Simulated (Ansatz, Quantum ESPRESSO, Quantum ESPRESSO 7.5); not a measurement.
**Mo2CO2 MXene, 1 layer: biaxial strain by an ASE script**

Aim: band edges, gap and stiffness of Mo2CO2 MXene, 1 layer under biaxial strain.

Program: Quantum ESPRESSO 7.5. Level of theory: plane-wave DFT, PBE, GBRV ultrasoft pseudopotentials (geometry by Ansatz 0.2.0 with PAW datasets; geometry under PBE). Results are calculated unless marked as measured.

Report form: the programs' logs are mostly left out.

**1. Starting point**

The cell holds 5 atoms: 2 O, 2 Mo and 1 C. Cell: a = 3.025 Å, b = 3.025 Å, c = 19.519 Å, α = 90.0°, β = 90.0°, γ = 120.0°. It derives from Mo2CO2. Vacuum lies along c.

Coordinates:

```cif
data_structure
_symmetry_space_group_name_H-M 'P 1'
_symmetry_Int_Tables_number 1
_cell_length_a 3.0247
_cell_length_b 3.0247
_cell_length_c 19.5190
_cell_angle_alpha 90.000
_cell_angle_beta 90.000
_cell_angle_gamma 120.000
_cell_volume 154.66
loop_
_atom_site_label
_atom_site_type_symbol
_atom_site_fract_x
_atom_site_fract_y
_atom_site_fract_z
_atom_site_occupancy
O1 O 0.33333 0.66667 0.38424 1
Mo2 Mo 0.66667 0.33333 0.43886 1
C3 C 0.00000 0.00000 0.50000 1
Mo4 Mo 0.33333 0.66667 0.56114 1
O5 O 0.66667 0.33333 0.61576 1
```

**2. Geometry from Ansatz**

The geometry comes first, from a plane-wave PAW code, so that the later runs on this slab share one structure.

input.yaml

```yaml
crystal:
  lattice:
    - [3.024736, 0.0, 0.0]
    - [-1.512368, 2.6194982157, 0.0]
    - [0.0, 0.0, 19.5190393187]
  atoms:
    - { symbol: O, position: [0.3333333333, 0.6666666667, 0.3842402219] }
    - { symbol: Mo, position: [0.6666666667, 0.3333333333, 0.438855585] }
    - { symbol: C, position: [0.0, 0.0, 0.5] }
    - { symbol: Mo, position: [0.3333333333, 0.6666666667, 0.561144415] }
    - { symbol: O, position: [0.6666666667, 0.3333333333, 0.6157597781] }
kpoints:
  mp_grid: { grid: [12, 12, 1] }
hamiltonian:
  xc: pbe
scf:
  occupations: { method: fermi_dirac, width: 0.05 }
  convergence: { dr2_threshold: 1.0e-08 }
efield:
  axis: 3
  dipole_correction: true
  ramp_position: 0.97
  ramp_width: 0.04
relax:
  f_tol: 0.01
  cell: { fix: [c, alpha, beta] }
output:
  write_potential: true
  write_density: true
  volumetric_format: npy
```

On the command line:

```bash
$ ansatz run input.yaml --threads 2 --pin off --max-ram 4096MiB --backend cpu --events-out ev --progress --plain --runs-dir out
```

Run time: 9.5 s. Hardware: 2 threads of AMD EPYC 9R45, shared host; peak memory 0.5 GiB; 18 s of CPU time.

Step by step:

```csv
step,energy less that of the first step (eV),largest force component (eV/Å),pressure (GPa),volume (Å³)
1,0.0000,1.5085,3.49,154.66
2,-0.1811,0.6740,0.21,162.36
3,-0.2050,0.0621,-0.31,161.60
4,-0.2054,0.0509,0.01,161.53
5,-0.2058,0.0128,0.04,161.26
6,-0.2057,0.0010,-0.02,161.41
7*,-0.2161,0.0003,0.08,161.41
8,-0.2159,0.0004,0.00,161.60
9*,-0.2162,0.0005,0.00,161.60
```

Relaxation steps marked * repeat the geometry before them on a plane-wave basis chosen anew for their cell, so energy and pressure can jump there.

```csv
cell as run,before,after,change
a (Å),3.025,3.092,+2.2 %
b (Å),3.025,3.092,+2.2 %
```

The atoms that moved most (Å, along periodic axes as changes of fractional coordinates times the final cell, across vacuum about the mean position):

```csv
atom,dx,dy,dz,length
Mo4,0.000,0.000,-0.076,0.076
Mo2,0.000,0.000,0.076,0.076
O1,0.000,0.000,0.023,0.023
O5,0.000,0.000,-0.023,0.023
```

The relaxed structure:

```cif
data_structure
_symmetry_space_group_name_H-M 'P 1'
_symmetry_Int_Tables_number 1
_cell_length_a 3.0919
_cell_length_b 3.0919
_cell_length_c 19.5190
_cell_angle_alpha 90.000
_cell_angle_beta 90.000
_cell_angle_gamma 120.000
_cell_volume 161.60
loop_
_atom_site_label
_atom_site_type_symbol
_atom_site_fract_x
_atom_site_fract_y
_atom_site_fract_z
_atom_site_occupancy
O1 O 0.33333 0.66667 0.38541 1
Mo2 Mo 0.66667 0.33333 0.44273 1
C3 C 0.00000 0.00000 0.50000 1
Mo4 Mo 0.33333 0.66667 0.55727 1
O5 O 0.66667 0.33333 0.61459 1
```

Numbers from this step:

* free energy: -11297.3964 eV
* energy at zero smearing: -11297.3882 eV
* smearing term TS: 0.01636 eV
* Fermi energy: 1.017 eV
* symmetry operations: 6
* work function of the upper face: 6.346 eV
* work function of the lower face: 6.347 eV
* dipole along the normal: 7.70e-6 e·Å

**3. Running the series**

Under ESM bc1 levels count from the vacuum, or from the mean of the two vacuum levels where the sheet has a dipole, so band edges at unlike strains can be compared.

Level of this step: plane-wave DFT, PBE, GBRV ultrasoft pseudopotentials (Quantum ESPRESSO 7.5).

run.py

```python
import json
import numpy as np
from ase import Atoms
from ase.calculators.espresso import Espresso, EspressoProfile

profile = EspressoProfile(command='mpirun -n 2 pw.x -nk 2', pseudo_dir='../pseudo')
pseudopotentials = {'C': 'c_pbe_v1.2.uspp.F.UPF', 'Mo': 'mo_pbe_v1.uspp.F.UPF', 'O': 'o_pbe_v1.2.uspp.F.UPF'}
system = {'ecutwfc': 40, 'ecutrho': 200, 'occupations': 'smearing', 'smearing': 'fd', 'degauss': 0.002}


def calculator(name, kpts, **extra):
    data = dict(control=dict(tprnfor=True, verbosity='high', disk_io='none'),
                system=system | extra,
                electrons=dict(conv_thr=1e-09, mixing_beta=0.4, mixing_mode='plain',
                               electron_maxstep=100))
    return Espresso(profile=profile, directory=name, pseudopotentials=pseudopotentials, kpts=kpts, input_data=data)


def centre(atoms):
    z = atoms.positions[:, 2]
    atoms.positions[:, 2] -= (z.max() + z.min()) / 2  # ESM wants the slab about z = 0
    return atoms

sheet = Atoms(
    ['O', 'Mo', 'C', 'Mo', 'O'],
    scaled_positions=[
        [0.3333333333, 0.6666666667, 0.3854120734],
        [0.6666666667, 0.3333333333, 0.4427334831],
        [0.0000000000, 0.0000000000, 0.5000000009],
        [0.3333333333, 0.6666666667, 0.5572665092],
        [0.6666666667, 0.3333333333, 0.6145879334]],
    cell=[
        [3.091890883327, 0.000000000000, 0.000000000000],
        [-1.545945441664, 2.677656050691, 0.000000000000],
        [0.000000000000, 0.000000000000, 19.519039318700]],
    pbc=True)

rows = []
for strain in [-0.03, -0.015, 0.0, 0.015, 0.03]:
    atoms = sheet.copy()
    atoms.set_cell(sheet.cell.array * [[1 + strain], [1 + strain], [1]], scale_atoms=True)
    atoms = centre(atoms)
    atoms.calc = calculator(f's{strain:+.3f}', (12, 12, 1), assume_isolated='esm', esm_bc='bc1', nbnd=26)
    energy = atoms.get_potential_energy()
    levels = np.array([atoms.calc.get_eigenvalues(kpt=i) for i in range(len(atoms.calc.get_ibz_k_points()))])
    top, bottom = levels[:, 21].max(), levels[:, 22].min()
    direct = (levels[:, 22] - levels[:, 21]).min()
    rows.append([strain, energy, top, bottom, direct])
    print(f'strain {strain:+.3f}: E = {energy:.5f} eV, valence top {top:.3f}, conduction bottom {bottom:.3f}, '
          f'gap {bottom - top:.3f}, least direct gap {direct:.3f} eV')

x, energy, top, bottom, direct = np.array(rows).T
area = np.linalg.norm(np.cross(*sheet.cell[:2]))
stiffness = np.polyfit(x, energy, 2)[0] / area * 16.0218  # C11 + C12, heights clamped
print(f'valence and conduction edges move by {np.polyfit(x, top, 1)[0]:.2f} and {np.polyfit(x, bottom, 1)[0]:.2f} eV per unit biaxial strain')
print(f'C11 + C12 with clamped heights: {stiffness:.1f} N/m')
json.dump(dict(rows=rows, stiffness=stiffness), open('result.json', 'w'))
```

On the command line:

```bash
$ OMP_NUM_THREADS=1 python run.py
```

Elapsed: 2.7 min, on 2 MPI ranks; peak memory 0.4 GiB.

This step gave:

* biaxial stiffness: 477.6 N/m

Band edge from the vacuum level against biaxial strain:

```csv
biaxial strain (%),valence top (eV),conduction bottom (eV)
-3.00,-5.90,-6.97
-1.50,-5.96,-6.94
0.00,-6.06,-6.92
1.50,-6.22,-6.91
3.00,-6.36,-6.97
```

Table of gap by biaxial strain:

```csv
biaxial strain (%),on the mesh (eV),least direct (eV)
-3.00,-1.07,0
-1.50,-0.979,0
0.00,-0.863,0
1.50,-0.684,1.0e-4
3.00,-0.612,1.0e-4
```

Table of energy over the lowest by biaxial strain:

```csv
biaxial strain (%),energy over the lowest (meV)
-3.00,234
-1.50,54.6
0.00,0
1.50,56.7
3.00,210
```

**4. The script: PBEsol, GBRV ultrasoft**

Level of this step: plane-wave DFT, PBEsol, GBRV ultrasoft pseudopotentials (Quantum ESPRESSO 7.5).

run.py is the input of step 3 with these lines changed:

```diff
@@ -6,3 +6,3 @@
 profile = EspressoProfile(command='mpirun -n 2 pw.x -nk 2', pseudo_dir='../pseudo')
-pseudopotentials = {'C': 'c_pbe_v1.2.uspp.F.UPF', 'Mo': 'mo_pbe_v1.uspp.F.UPF', 'O': 'o_pbe_v1.2.uspp.F.UPF'}
+pseudopotentials = {'C': 'c_pbesol_v1.2.uspp.F.UPF', 'Mo': 'mo_pbesol_v1.uspp.F.UPF', 'O': 'o_pbesol_v1.2.uspp.F.UPF'}
 system = {'ecutwfc': 40, 'ecutrho': 200, 'occupations': 'smearing', 'smearing': 'fd', 'degauss': 0.002}
```

On the command line:

```bash
$ OMP_NUM_THREADS=1 python run.py
```

Wall time 2.7 min (2 MPI ranks); peak memory 0.4 GiB; 5.3 min of CPU time.

This step gave:

- biaxial stiffness: 467.1 N/m

Band edge from the vacuum level against biaxial strain:

```csv
biaxial strain (%),valence top (eV),conduction bottom (eV)
-3.00,-5.95,-7.03
-1.50,-6.02,-7.00
0.00,-6.11,-6.98
1.50,-6.27,-6.96
3.00,-6.41,-7.03
```

Table of gap by biaxial strain:

```csv
biaxial strain (%),on the mesh (eV),least direct (eV)
-3.00,-1.08,0
-1.50,-0.975,0
0.00,-0.870,1.0e-4
1.50,-0.694,0
3.00,-0.623,0
```

Table of energy over the lowest by biaxial strain:

```csv
biaxial strain (%),energy over the lowest (meV)
-3.00,92.5
-1.50,0
0.00,29.7
1.50,168
3.00,402
```

**5. The arithmetic**

Under equal strain ε in the plane, E = A (C11 + C12) ε². From the points at ±1.5 %: d²E/dε² = (54.64 + 56.72 − 2 × 0.00) meV / 0.015² = 495 eV, and 495/(2 × 8.279 Å²) × 16.02 = 479 N/m.

**6. What came out**

```
C11 + C12, heights clamped, PBE, GBRV ultrasoft    : 478 N/m
C11 + C12, heights clamped, PBEsol, GBRV ultrasoft : 467 N/m
```

The sheet's biaxial stiffness comes to 478 N/m (PBE, GBRV ultrasoft). The bands overlap at every strain: the sheet is a metal, and edges by band count are no gaps. Heights are clamped under strain, which makes a sheet with several atomic planes too stiff. Zero strain is the PBE cell; under PBEsol the energy is lowest near -1.1 %, so its stiffness is taken away from its own minimum. Semilocal gaps are too small. Spin-orbit coupling is left out; depending on the atoms that carry the levels of interest, it can split and shift them by tens to hundreds of meV.

[Logs are printed without paths, hosts, clocks, repeated set-up lines and the standing remarks that a program may print on its own settings, such as how far it seeks lower states.]

[Hosts, paths, dates, database ids (printed as entryN), source tags and the programs' standing remarks are cut or masked in the printed files.]

[Maps of the electrostatic potential energy from Ansatz leave out the sawtooth potential of an applied field or a dipole correction, so their vacuum need not be flat; planar profiles and work functions include it.]
